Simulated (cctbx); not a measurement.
**Interatomic vectors of K10Sb3**

Space group P6_3/m (no. 176), a = 15.3510 Å, b = 15.3510 Å, c = 6.6340 Å, α = 90.00°, β = 90.00°, γ = 120.00°, content Sb6 K20.

The data are simulated with cctbx, not measured: Cu Kα, λ = 1.54184 Å, to d = 0.8 Å, 70 % of the full sphere, strongest reflection 40000 counts, noise from counting, a 2 % proportional error and a noise floor of 8 counts (s.d.); no absorption.

Patterson synthesis, origin scaled to 1000:

```text
Patterson group P 6/m
      u       v       w   height  length (A)
  0.000   0.000   0.000   1000.0     0.00
  0.152   0.616   0.000    638.5     7.35
  0.076   0.309   0.000    493.2     4.27
  0.104   0.744   0.500    378.4     5.94
  0.208   0.484   0.500    321.5     7.26
  0.053   0.867   0.500    248.6     4.18
  0.026   0.434   0.500    241.4     7.28
  0.333   0.667   0.500    224.8     9.46
  0.021   0.965   0.097     17.6     0.99
  0.013   0.075   0.000     13.4     1.07
  0.187   0.769   0.438      6.7     6.28
  0.175   0.738   0.500      3.3     6.72
  0.061   0.652   0.500      2.7     6.74
  0.225   0.735   0.397      1.2     7.03
```

**Question.** Which atom pairs make the peaks, and where is the heaviest atom?

A peak at u stands for all pairs with xi − xj = u, with weight Σ ZiZj against Σ Z² = 22826 at the origin. Peak heights follow these weights only roughly, since form factors, motion and series ripples differ, all vectors within 0.55 Å of a peak are counted as merged into it though the farther ones add only part of their weight, and F(000) is left out, which lowers the whole map:

| u | v | w | shortest length (Å) | height | 1000 ΣZiZj/ΣZ² | pairs in the cell |
| --- | --- | --- | --- | --- | --- | --- |
| 0.152 | 0.616 | 0.000 | 7.34 | 638 | 821 | 8 × Sb–K, 16 × K–K, 2 × Sb–Sb |
| 0.076 | 0.309 | 0.000 | 4.28 | 493 | 731 | 12 × Sb–K, 14 × K–K |
| 0.104 | 0.744 | 0.500 | 5.94 | 378 | 455 | 2 × Sb–Sb, 9 × K–K, 2 × Sb–K |
| 0.208 | 0.484 | 0.500 | 7.26 | 322 | 410 | 4 × Sb–K, 8 × K–K, 1 × Sb–Sb |
| 0.053 | 0.867 | 0.500 | 4.18 | 249 | 365 | 6 × Sb–K, 7 × K–K |
| 0.026 | 0.434 | 0.500 | 7.27 | 241 | 365 | 6 × Sb–K, 7 × K–K |
| 0.333 | 0.667 | 0.500 | 9.45 | 225 | 365 | 6 × Sb–K, 7 × K–K |

The table stops at ten peaks or at a height of 45, below which ripples compete. In the model behind the data Sb, the heaviest element, has 1 independent site: (0.3634, 0.1057, 1/4), up to an allowed shift of origin; the Sb–Sb vectors are differences of these positions and their symmetry mates. The whole model:

| atom | mult. | x | y | z | Ueq (Å²) |
| --- | --- | --- | --- | --- | --- |
| Sb1 | 6 | 0.3634 | 0.1057 | 1/4 | 0.0213 |
| K1 | 6 | 0.2071 | 0.5007 | 1/4 | 0.0396 |
| K2 | 6 | 0.4383 | 0.4178 | 1/4 | 0.0511 |
| K3 | 6 | 0.1184 | 0.1711 | 1/4 | 0.0262 |
| K4 | 2 | 1/3 | 2/3 | 3/4 | 0.0382 |

The model is made up (kin elements in a known structure type, no relaxation), so it says nothing on whether the phase exists.

[Logs are printed without paths, hosts, clocks, repeated set-up lines and the standing remarks that a program may print on its own settings, such as how far it seeks lower states.]
